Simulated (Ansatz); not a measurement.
## As3P: relaxing a made-up structure

This structure for As3P is made up. Its elements were placed in a known structure type with a cell scaled to their sizes. What cell does the guess relax to, and how far off was it?

Program: Ansatz 0.2.0. Level of theory: DFT, r2SCAN, plane-wave PAW, files of the set soft_1, scalar-relativistic, no spin, cell and ions relaxed at zero pressure; PAW set soft_1, in the first sound run; inputs show where later runs differ. Results are calculated unless marked as measured.

## Step 1: Starting point

The structure is monoclinic, space group C2/m (No. 12). The conventional cell has a = 9.824 Å, b = 8.798 Å, c = 5.742 Å, α = 90.00°, β = 91.32°, γ = 90.00°. As has 2 As at 2.17 to 2.20 Å and 1 P at 2.23 Å nearest. As has 2 As at 2.17 Å and 1 P at 2.33 Å nearest. Nearest to P lie 3 As at 2.23 to 2.33 Å. Farther neighbours are not listed.

Structure file:

```cif
data_structure
_symmetry_space_group_name_H-M 'P 1'
_symmetry_Int_Tables_number 1
_cell_length_a 6.5939
_cell_length_b 6.5939
_cell_length_c 5.7420
_cell_angle_alpha 90.983
_cell_angle_beta 90.983
_cell_angle_gamma 83.693
_cell_volume 248.08
loop_
_atom_site_label
_atom_site_type_symbol
_atom_site_fract_x
_atom_site_fract_y
_atom_site_fract_z
_atom_site_occupancy
As1 As 0.77460 0.52420 0.26420 1
As2 As 0.47580 0.22540 0.73580 1
As3 As 0.22540 0.47580 0.73580 1
As4 As 0.52420 0.77460 0.26420 1
As5 As 0.16030 0.16030 0.75460 1
As6 As 0.83970 0.83970 0.24540 1
P7 P 0.28590 0.28590 0.41490 1
P8 P 0.71410 0.71410 0.58510 1
```

## Step 2: Relaxing cell and atoms

The guess takes its coordinates from another compound and its volume from a rule, so the cell and any free coordinates are relaxed together.

Contents of input.yaml:

```yaml
crystal:
  lattice:
    - [4.912, -4.399, 0.0]
    - [4.912, 4.399, 0.0]
    - [-0.132274482, 0.0, 5.74047624]
  atoms:
    - { symbol: As, position: [0.7746, 0.5242, 0.2642] }
    - { symbol: As, position: [0.4758, 0.2254, 0.7358] }
    - { symbol: As, position: [0.2254, 0.4758, 0.7358] }
    - { symbol: As, position: [0.5242, 0.7746, 0.2642] }
    - { symbol: As, position: [0.1603, 0.1603, 0.7546] }
    - { symbol: As, position: [0.8397, 0.8397, 0.2454] }
    - { symbol: P, position: [0.2859, 0.2859, 0.4149] }
    - { symbol: P, position: [0.7141, 0.7141, 0.5851] }
kpoints:
  mp_grid: { grid: [4, 4, 5] }
scf:
  occupations: { method: fermi_dirac, width: 0.05 }
hamiltonian:
  xc: r2scan
  pseudopotentials: { kind: paw, azcp: { folder: soft_1 } }
relax:
  f_tol: 0.015
  max_steps: 70
  cell: {}
output:
  forces: true
  stress: true
```

The run is started by

```bash
> ansatz run input.yaml --threads 4 --pin off --max-ram 10240MiB --backend cpu --events-out ev --progress --plain --runs-dir out
```

Numbers of over 12 decimals in the logs are rounded to 6 here.

What it wrote:

```text
Engine: ansatz 0.2.0, aarch64-unknown-linux-gnu
Pseudopotentials: kind: paw
Pseudopotential: As, paw, valence charge 15, recommended cutoff 500 eV (meta_gga), soft_1/As.paw.azcp
Pseudopotential: P, paw, valence charge 5, recommended cutoff 500 eV (meta_gga), soft_1/P.paw.azcp
Functional definition: r2SCAN
  parameter k0 = 0.174
  parameter k1 = 0.065
  parameter a1 = 4.9479
  exchange = r2scan_x(k0 = k0, k1 = k1, a1 = a1)
  correlation = r2scan_c
Crystal: 8 atoms, lattice volume = 248.079 Å³
Basis set: ecut = 500 eV, 6269 PW (Γ), exchange–correlation on 200×200×180 points (64 copies of the dense FFT grid, shifted against one another)
Bands: 60, of which v1, the nominal top of the filled ones, is band 50 counted from 1 (49 counted from 0)
Symmetry: 4 space group operations
Space group: C2/m (ITA 12), of the structure as read, at distance tolerance 6.3e-5 Å
k-points: 27 of 80
Non-local potential: As, projectors of the file, l = 0: 2, l = 1: 2, l = 2: 3, l = 3: 1
Non-local potential: P, projectors of the file, l = 0: 2, l = 1: 2, l = 2: 1
PAW form: soft (Blöchl's): semilocal exchange-correlation on the pseudo side does not see the compensation charge
PAW frozen core: As, regenerated for the run's functional (the file was generated under x = pbe(κ = 0.804, μ = 0.219515), c = pbe(β = 0.066725))
PAW frozen core: P, regenerated for the run's functional (the file was generated under x = pbe(κ = 0.804, μ = 0.219515), c = pbe(β = 0.066725))
PAW one-centre angular grid: As, 590 points (default); XC on 160 Gauss nodes
PAW one-centre angular grid: P, 302 points (default); XC on 160 Gauss nodes
Initial density: superposition of atomic densities (chi_scale 0.1, normalization cell, long waves kept (reshape's long-wave potential 0.00 eV rms))
Initial wavefunctions: pseudopotential atomic-orbital guess
Functional: x = r2scan, c = r2scan; τ floored in thin density (d = 2e-4 eV/Å³)
iter 1 solved again at ethr=3.04e-3 eV; its pass at ethr=3.10e-3 eV (dr2=3.04e0 eV) is discarded
SCF iter   1: F=—  HF=-30702.613332 eV  |F-HF|=—  |Δ(HF+E_count)|=         —  Δρ=2.69e-2  dr2=3.11e0  dr2_τ=1.53e-1  ethr=3.04e-3  ⟨swp⟩=1.0  Hψ=9231  notcnv=0
preconditioner: auto → Resta (q_TF=auto, 2.345 Å⁻¹)  ε∞=3.5  [insulator: Δε(μ)=3.467 eV  Ē_g=8.876 eV  σ=0.050 eV  W_gap=1.00  n_scr=56 (ndim 8)  ℏωp=14.1 eV  f_vac=0.114  D(μ)=0.00/eV (n_scr^D=0)  ε∞_Penn≈3.5]
SCF iter   2: F=—  HF=-30702.185340 eV  |F-HF|=—  |Δ(HF+E_count)|=   4.28e-1  Δρ=1.52e-2  dr2=7.37e-1  dr2_τ=7.19e-3  ethr=3.04e-3  ⟨swp⟩=3.0  Hψ=2561  notcnv=0
SCF iter   3: F=—  HF=-30702.063898 eV  |F-HF|=—  |Δ(HF+E_count)|=   1.21e-1  Δρ=3.84e-3  dr2=4.49e-2  dr2_τ=5.95e-4  ethr=7.37e-4  ⟨swp⟩=4.0  Hψ=3599  notcnv=0  defer=58
SCF iter   4: F=—  HF=-30702.053518 eV  |F-HF|=—  |Δ(HF+E_count)|=   1.04e-2  Δρ=1.76e-3  dr2=9.61e-3  dr2_τ=1.26e-4  ethr=4.49e-5  ⟨swp⟩=2.9  Hψ=3252  notcnv=0  defer=58
SCF iter   5: F=—  HF=-30702.057383 eV  |F-HF|=—  |Δ(HF+E_count)|=   3.87e-3  Δρ=4.32e-4  dr2=6.90e-4  dr2_τ=2.65e-5  ethr=9.61e-6  ⟨swp⟩=2.0  Hψ=2302  notcnv=0  defer=58
SCF iter   6: F=—  HF=-30702.057664 eV  |F-HF|=—  |Δ(HF+E_count)|=   2.80e-4  Δρ=1.63e-4  dr2=8.28e-5  dr2_τ=1.93e-6  ethr=6.90e-7  ⟨swp⟩=2.0  Hψ=2067  notcnv=0  defer=58
SCF iter   7: F=—  HF=-30702.057776 eV  |F-HF|=—  |Δ(HF+E_count)|=   1.12e-4  Δρ=4.42e-5  dr2=6.11e-6  dr2_τ=1.27e-7  ethr=8.28e-8  ⟨swp⟩=2.9  Hψ=2886  notcnv=0  defer=58
SCF iter   8: F=—  HF=-30702.057778 eV  |F-HF|=—  |Δ(HF+E_count)|=   2.30e-6  Δρ=1.07e-5  dr2=6.64e-7  dr2_τ=9.31e-9  ethr=6.11e-9  ⟨swp⟩=2.0  Hψ=2918  notcnv=0  defer=58
SCF iter   9: F=—  HF=-30702.057778 eV  |F-HF|=—  |Δ(HF+E_count)|=   1.45e-7  Δρ=5.53e-6  dr2=1.39e-7  dr2_τ=2.49e-9  ethr=1.00e-10  ⟨swp⟩=6.0  Hψ=6631  notcnv=0
SCF iter  10: F=-30702.057778 eV  HF=-30702.057778 eV  |F-HF|=4.36e-9  |Δ(HF+E_count)|=   1.45e-8  Δρ=2.12e-6  dr2=1.59e-8  dr2_τ=1.58e-10  ethr=1.00e-10  ⟨swp⟩=5.0  Hψ=6098  notcnv=0
SCF 1 converged in 10 iterations: F = -30702.057778 eV  dr2 = 1.59e-8
  greatest PAW one-centre occupation: 0.999 electrons in one spin orbital (limit 2), on the As atom at site 5 (counted from 0), in its partial waves of l = 2
relax step   1: F+E_penalty+E_count = -30702.05777829 eV  Δ(F+E_penalty+E_count) = +0.000e0 eV  max|allowed force component| = 6.584e0 eV/Å  Δτ_max = 0.0000 Å  P = +11.908 GPa  Ω = 248.079 Å³  (10 SCF iters, dr2 threshold 1.00e-7 eV, accepted)
Crystal: 8 atoms, lattice volume = 249.841 Å³
Basis set: ecut = 500 eV, 6331 PW (Γ), exchange–correlation on 200×200×180 points (64 copies of the dense FFT grid, shifted against one another)
Initial density: handed on by an earlier stage of this run
Initial wavefunctions: those handed on with the density
iter 1 solved again at ethr=3.36e-4 eV; its pass at ethr=3.10e-3 eV (dr2=3.36e-1 eV) is discarded
SCF iter   1: F=—  HF=-30704.402948 eV  |F-HF|=—  |Δ(HF+E_count)|=         —  Δρ=1.37e-2  dr2=3.35e-1  dr2_τ=3.10e-1  ethr=3.36e-4  ⟨swp⟩=1.6  Hψ=9225  notcnv=0
preconditioner: auto → Resta (q_TF=auto, 2.342 Å⁻¹)  ε∞=3.6  [insulator: Δε(μ)=2.577 eV  Ē_g=9.138 eV  σ=0.050 eV  W_gap=1.00  n_scr=56 (ndim 8)  ℏωp=14.9 eV  f_vac=0.149  D(μ)=0.00/eV (n_scr^D=0)  ε∞_Penn≈3.6]
SCF iter   2: F=—  HF=-30704.486322 eV  |F-HF|=—  |Δ(HF+E_count)|=   8.34e-2  Δρ=7.66e-3  dr2=9.78e-2  dr2_τ=1.71e-3  ethr=3.35e-4  ⟨swp⟩=3.5  Hψ=2713  notcnv=0
SCF iter   3: F=—  HF=-30704.486895 eV  |F-HF|=—  |Δ(HF+E_count)|=   5.74e-4  Δρ=1.52e-3  dr2=8.36e-3  dr2_τ=2.14e-4  ethr=9.78e-5  ⟨swp⟩=4.0  Hψ=3602  notcnv=0
SCF iter   4: F=—  HF=-30704.483600 eV  |F-HF|=—  |Δ(HF+E_count)|=   3.29e-3  Δρ=6.64e-4  dr2=1.05e-3  dr2_τ=1.45e-5  ethr=8.36e-6  ⟨swp⟩=2.0  Hψ=3237  notcnv=0
SCF iter   5: F=—  HF=-30704.483834 eV  |F-HF|=—  |Δ(HF+E_count)|=   2.33e-4  Δρ=1.55e-4  dr2=9.47e-5  dr2_τ=1.41e-6  ethr=1.05e-6  ⟨swp⟩=2.0  Hψ=2160  notcnv=0
SCF iter   6: F=—  HF=-30704.483938 eV  |F-HF|=—  |Δ(HF+E_count)|=   1.04e-4  Δρ=6.91e-5  dr2=1.48e-5  dr2_τ=2.50e-7  ethr=9.47e-8  ⟨swp⟩=3.0  Hψ=2970  notcnv=0
SCF iter   7: F=—  HF=-30704.483946 eV  |F-HF|=—  |Δ(HF+E_count)|=   8.06e-6  Δρ=2.55e-5  dr2=3.73e-6  dr2_τ=7.30e-8  ethr=1.48e-8  ⟨swp⟩=2.0  Hψ=2970  notcnv=0
SCF iter   8: F=-30704.483946 eV  HF=-30704.483946 eV  |F-HF|=2.88e-7  |Δ(HF+E_count)|=   2.54e-7  Δρ=8.18e-6  dr2=3.25e-7  dr2_τ=6.88e-9  ethr=8.00e-10  ⟨swp⟩=4.0  Hψ=6820  notcnv=0
SCF 2 converged in 8 iterations: F = -30704.483946 eV  dr2 = 3.25e-7
  greatest PAW one-centre occupation: 0.999 electrons in one spin orbital (limit 2), on the As atom at site 3 (counted from 0), in its partial waves of l = 2
[...]
SCF iter   5: F=—  HF=-30704.541753 eV  |F-HF|=—  |Δ(HF+E_count)|=   5.91e-5  Δρ=1.63e-4  dr2=9.27e-5  dr2_τ=8.73e-7  ethr=3.82e-7  ⟨swp⟩=2.0  Hψ=2941  notcnv=0  defer=1
SCF iter   6: F=—  HF=-30704.541768 eV  |F-HF|=—  |Δ(HF+E_count)|=   1.53e-5  Δρ=5.15e-5  dr2=1.02e-5  dr2_τ=1.10e-7  ethr=9.27e-8  ⟨swp⟩=2.0  Hψ=2942  notcnv=0  defer=1
SCF iter   7: F=-30704.541776 eV  HF=-30704.541775 eV  |F-HF|=5.78e-7  |Δ(HF+E_count)|=   7.17e-6  Δρ=1.51e-5  dr2=7.25e-7  dr2_τ=9.89e-9  ethr=8.00e-10  ⟨swp⟩=4.0  Hψ=6846  notcnv=0
SCF 3 converged in 7 iterations: F = -30704.541776 eV  dr2 = 7.25e-7
  greatest PAW one-centre occupation: 0.999 electrons in one spin orbital (limit 2), on the As atom at site 2 (counted from 0), in its partial waves of l = 2
relax step   3: F+E_penalty+E_count = -30704.54177576 eV  Δ(F+E_penalty+E_count) = -5.783e-2 eV  max|allowed force component| = 1.816e-1 eV/Å  Δτ_max = 0.1949 Å  P = +0.401 GPa  Ω = 253.840 Å³  energy of the carried Pulay correction = -5.220e-4 eV  (7 SCF iters, dr2 threshold 8.00e-7 eV, accepted)
[...]
relax step   4: F+E_penalty+E_count = -30704.56503539 eV  Δ(F+E_penalty+E_count) = -2.326e-2 eV  max|allowed force component| = 3.953e-2 eV/Å  Δτ_max = 0.0725 Å  P = -0.031 GPa  Ω = 253.873 Å³  energy of the carried Pulay correction = -5.249e-4 eV  (7 SCF iters, dr2 threshold 8.00e-7 eV, accepted)
[...]
relax step   5: F+E_penalty+E_count = -30704.56712030 eV  Δ(F+E_penalty+E_count) = -2.085e-3 eV  max|allowed force component| = 2.838e-2 eV/Å  Δτ_max = 0.0285 Å  P = +0.010 GPa  Ω = 252.755 Å³  energy of the carried Pulay correction = -4.245e-4 eV  (7 SCF iters, dr2 threshold 9.76e-8 eV, accepted)
[...]
relax step   6: F+E_penalty+E_count = -30704.57122733 eV  Δ(F+E_penalty+E_count) = -4.107e-3 eV  max|allowed force component| = 1.912e-2 eV/Å  Δτ_max = 0.0425 Å  P = +0.015 GPa  Ω = 250.973 Å³  energy of the carried Pulay correction = -2.637e-4 eV  (7 SCF iters, dr2 threshold 5.04e-8 eV, accepted)
[...]
relax step   7: F+E_penalty+E_count = -30704.57210578 eV  Δ(F+E_penalty+E_count) = -8.785e-4 eV  max|allowed force component| = 1.871e-2 eV/Å  Δτ_max = 0.0271 Å  P = -0.018 GPa  Ω = 249.777 Å³  energy of the carried Pulay correction = -1.551e-4 eV  (7 SCF iters, dr2 threshold 2.28e-8 eV, accepted)
[...]
relax step   8: F+E_penalty+E_count = -30704.57213357 eV  Δ(F+E_penalty+E_count) = -2.779e-5 eV  max|allowed force component| = 6.221e-3 eV/Å  Δτ_max = 0.0070 Å  P = -0.015 GPa  Ω = 250.349 Å³  energy of the carried Pulay correction = -2.071e-4 eV  (6 SCF iters, dr2 threshold 2.19e-8 eV, accepted)
Initial wavefunctions: pseudopotential atomic-orbital guess (no wavefunctions were taken with the density)
iter 1 solved again at ethr=1.49e-6 eV; its pass at ethr=3.10e-3 eV (dr2=1.49e-3 eV) is discarded
SCF iter   1: F=—  HF=-30704.572306 eV  |F-HF|=—  |Δ(HF+E_count)|=         —  Δρ=2.59e-5  dr2=3.31e-7  dr2_τ=2.38e-7  ethr=1.49e-6  ⟨swp⟩=4.0  Hψ=10390  notcnv=0
eigensolver tolerance schedule: the retry pair's looser diagonalisation over-reported the residual by 4498.07 of it (diagonalisation noise at an unbounded share of the residual, at the tolerance the schedule requests for it); recorded, not acted on — ethr = c·dr2/N_el stays at c = 1.0e-1
preconditioner: auto → Resta (q_TF=auto, 2.341 Å⁻¹)  ε∞=3.7  [insulator: Δε(μ)=2.588 eV  Ē_g=9.062 eV  σ=0.050 eV  W_gap=1.00  n_scr=56 (ndim 8)  ℏωp=14.8 eV  f_vac=0.135  D(μ)=0.00/eV (n_scr^D=0)  ε∞_Penn≈3.7]
SCF iter   2: F=—  HF=-30704.572369 eV  |F-HF|=—  |Δ(HF+E_count)|=   6.25e-5  Δρ=1.36e-5  dr2=1.07e-7  dr2_τ=8.33e-8  ethr=3.31e-10  ⟨swp⟩=3.8  Hψ=3683  notcnv=0
SCF iter   3: F=—  HF=-30704.572370 eV  |F-HF|=—  |Δ(HF+E_count)|=   1.60e-6  Δρ=7.48e-6  dr2=2.53e-8  dr2_τ=2.32e-8  ethr=1.07e-10  ⟨swp⟩=2.0  Hψ=2120  notcnv=0
SCF iter   4: F=—  HF=-30704.572371 eV  |F-HF|=—  |Δ(HF+E_count)|=   6.73e-7  Δρ=5.78e-7  dr2=1.03e-9  dr2_τ=9.03e-11  ethr=2.53e-11  ⟨swp⟩=3.4  Hψ=3485  notcnv=0
SCF iter   5: F=—  HF=-30704.572371 eV  |F-HF|=—  |Δ(HF+E_count)|=  5.46e-11  Δρ=2.87e-7  dr2=3.05e-10  dr2_τ=1.62e-11  ethr=1.03e-12  ⟨swp⟩=2.0  Hψ=2970  notcnv=0
SCF iter   6: F=-30704.572371 eV  HF=-30704.572371 eV  |F-HF|=3.64e-11  |Δ(HF+E_count)|=  2.04e-10  Δρ=1.10e-7  dr2=4.05e-11  dr2_τ=8.84e-13  ethr=1.00e-12  ⟨swp⟩=4.3  Hψ=5640  notcnv=0
SCF 9 converged in 6 iterations: F = -30704.572371 eV  dr2 = 4.05e-11
relax step   9: F+E_penalty+E_count = -30704.57237106 eV  Δ(F+E_penalty+E_count) = -2.375e-4 eV  max|allowed force component| = 6.237e-3 eV/Å  Δτ_max = 0.0000 Å  P = -0.015 GPa  Ω = 250.349 Å³  stress off target by 2.15e-2 GPa  SCF on the basis re-selected at this cell (its energy is not comparable with the rows above)  (6 SCF iters)
basis re-selected at this cell: Δ(F+E_penalty+E_count) = -2.375e-4 eV, ΔP = +0.001 GPa vs the last step (what re-selecting the basis moved, of the pressure what is left beyond the Pulay correction that the steps carried, after the strain that the cell walked since its last selection, with what the two solves' SCF thresholds leave and, on support functions, any second-order correction that the steps lacked; it is no m [...]
SCF converged after 6 iterations
Free energy (F): -30704.572371 eV
Harris-Foulkes:  -30704.572371 eV  (|F-HF|=3.64e-11)
Internal energy: -30704.572371 eV  (E = F + TS)
E sigma→0 (E₀):  -30704.572371 eV
Fermi energy:    4.464328 eV
--- Per-component energies (eV) ---
  E_band       = -1997.099504
  E_kinetic    = 710.376014
  E_local      = -16305.444240  (includes V_loc(G=0)·N_el)
  E_nonlocal   = -2293.616451
  E_hartree    = 8604.892339
  E_xc         = -527.161701
  E_vxc        = -595.094187  (∫ρ·V_xc dr)
  E_paw        = -13279.538022  (= ΣΔE_a)
  E_vpaw       = -755.505721  (= ΣTr[D̂ρ^β])
  E_aug_tail   = 0.000110  (compensation charges beyond the density's cutoff)
  E_vtau       = 32.400186  (kinetic-family band-sum trace: ∫τ·v_τ [+ j·A + Jᵃ·Aᵃ] dr)
  E_ewald      = -7605.154371
  E_core_change = -8.926050  (= ΣΔE_core)
  E_smearing   = -0.000000  (= −TS)
  E_closure    = -0.000000  (closes the sum)
  Σ components = -30704.572371   (vs F -30704.572371, Δ=0.00e0)
--- Forces (eV/Å), atoms counted from 1 ---
  atom   1  As     0.00256138    -0.00023372    -0.00071903
  atom   2  As    -0.00256138    -0.00023372     0.00071903
  atom   3  As    -0.00256138     0.00023372     0.00071903
  atom   4  As     0.00256138     0.00023372    -0.00071903
  atom   5  As     0.00623742    -0.00000000    -0.00052003
  atom   6  As    -0.00623742     0.00000000     0.00052003
  atom   7  P     -0.00204429     0.00000000     0.00205631
  atom   8  P      0.00204429    -0.00000000    -0.00205631
  max |Σ_I F_I| component: 8.67e-19 eV/Å
--- Stress (GPa, compression-positive) ---
       -0.020940      -0.000000       0.002440
       -0.000000      -0.013529       0.000000
        0.002440       0.000000      -0.009780
  P = ⅓ Tr σ = -0.0147 GPa (-0.147 kbar)
--- Relaxed structure (8 steps of the walk, 8 accepted, 1 SCFs on fresh bases) ---
  F+E_penalty+E_count = -30704.57237106 eV   max|allowed force component| = 6.237e-3 eV/Å   (the final SCF, on the basis selected at the relaxed cell)
  cell:  # Å, volume = 250.3491 Å³
    - [4.894943, -4.406534, 0.095730]
    - [4.894943, 4.406534, 0.095730]
    - [-0.019939, -1.3851958687562067e-17, 5.802860]
  atoms:
    - { symbol: As, position: [0.783659, 0.508468, 0.247473] }
    - { symbol: As, position: [0.491532, 0.216341, 0.752527] }
    - { symbol: As, position: [0.216341, 0.491532, 0.752527] }
    - { symbol: As, position: [0.508468, 0.783659, 0.247473] }
    - { symbol: As, position: [0.139008, 0.139008, 0.748208] }
    - { symbol: As, position: [0.860992, 0.860992, 0.251792] }
    - { symbol: P, position: [0.287420, 0.287420, 0.432018] }
    - { symbol: P, position: [0.712580, 0.712580, 0.567982] }
```

Elapsed: 96 s, on 4 threads of Arm Neoverse V2, shared host; peak memory 1.4 GiB; 6.2 min of CPU time.

Relaxation path:

```csv
step,energy less that of the first step (eV),largest force component (eV/Å),pressure (GPa),volume (Å³)
1,0.0000,6.5838,11.91,248.08
2,-2.4262,0.7826,1.89,249.84
3,-2.4840,0.1816,0.40,253.84
4,-2.5073,0.0395,-0.03,253.87
5,-2.5093,0.0284,0.01,252.75
6,-2.5134,0.0191,0.01,250.97
7,-2.5143,0.0187,-0.02,249.78
8,-2.5144,0.0062,-0.02,250.35
9*,-2.5146,0.0062,-0.01,250.35
```

Relaxation steps marked * repeat the geometry before them on a plane-wave basis chosen anew for their cell, so energy and pressure can jump there.

The run keeps the 4 symmetry operations that it works with, so distortions that break them were not tested.

```csv
cell as run,before,after,change
a (Å),6.594,6.587,-0.1 %
b (Å),6.594,6.587,-0.1 %
c (Å),5.742,5.803,+1.1 %
α (°),90.98,89.31,-1.8 %
β (°),90.98,89.31,-1.8 %
γ (°),83.69,83.98,+0.3 %
volume (Å³/atom),31.01,31.29,+0.9 %
```

The atoms that moved most (Å, as changes of fractional coordinates times the final cell):

```csv
atom,dx,dy,dz,length
As6,0.208,0.000,0.041,0.212
As5,-0.208,0.000,-0.041,0.212
As1,-0.032,-0.109,-0.098,0.150
As4,-0.032,0.109,-0.098,0.150
As3,0.032,0.109,0.098,0.150
As2,0.032,-0.109,0.098,0.150
P7,0.015,0.000,0.100,0.101
P8,-0.015,0.000,-0.100,0.101
```

Numbers from this step:

* free energy: -30704.5724 eV
* Fermi energy: 4.464 eV
* gap by band count: 2.588 eV
* electrons: 100
* symmetry operations: 4
* pressure: -0.01475 GPa

The shortest distance of each pair, which need not be the same contact before and after:

```csv
pair,guess (Å),relaxed (Å)
As–P,2.227,2.322
As–As,2.175,2.425
P–P,4.297,4.250
```

The relaxation ends with a largest force component of 0.0062 eV/Å and a pressure of -0.01 GPa.

(Continued in part 2 of 2.)

[Logs are printed without paths, hosts, clocks, repeated set-up lines and the standing remarks that a program may print on its own settings, such as how far it seeks lower states.]

[Hosts, paths, dates, database ids (printed as entryN), source tags and the programs' standing remarks are cut or masked in the printed files.]
